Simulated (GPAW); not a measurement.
# Calculated records

Quasiparticle gap of Cs2InAgCl6 (Fm-3m) in GPAW. It takes space group Fm-3m (No. 225, cubic). Conventional cell: a = 10.469 Å, b = 10.469 Å, c = 10.469 Å, α = 90.00°, β = 90.00°, γ = 90.00°. Cs has 12 Cl at 3.70 Å nearest. Nearest to In lie 6 Cl at 2.51 Å. Nearest to Ag lie 6 Cl at 2.72 Å. Nearest to Cl lie 1 In at 2.51 Å and 1 Ag at 2.72 Å and 4 Cs at 3.70 Å. Farther neighbours and most contacts between anions are not listed. The calculation used DFT, LDA, plane waves, PAW (and 1 further level or step) in GPAW 26.7.0, with cutoff 450 eV, GPAW PAW setups 1.2.1 data release, 2×2×2 k-mesh, nbands 975 in one of its runs. The LDA gap is 0.89 eV, direct and the G0W0 gap on the mesh is 2.69 eV. The GW settings are 2×2×2 mesh, 448 bands, screening to 78 eV, Godby-Needs plasmon pole and the known limits are not at the basis limit; d shell near the gap, gap tends to lie low; no spin-orbit coupling; coarse k mesh. G0W0 moves the gap on the mesh from 0.89 eV to 2.69 eV (+1.79 eV), with Z of 0.79 and 0.82 at the edges. Only 1 of the mesh's irreducible points was corrected, so a valley elsewhere could overtake. The cell and positions come from the Crystallography Open Database and are kept as given unless a step says otherwise. Limits: no spin-orbit coupling. Bands and cutoff are finite, so the gap is not at the basis limit. The miss can reach some tenths of an eV and take either sign; the mesh is an error of its own. The 2×2×2 mesh is coarse for this cell, which bears on the long-range parts of exchange and screening.

[Runs of the session that timed out or met a known fault of the program may be left out.]

[Hosts, paths, dates, database ids (printed as entryN), source tags and the programs' standing remarks are cut or masked in the printed files.]
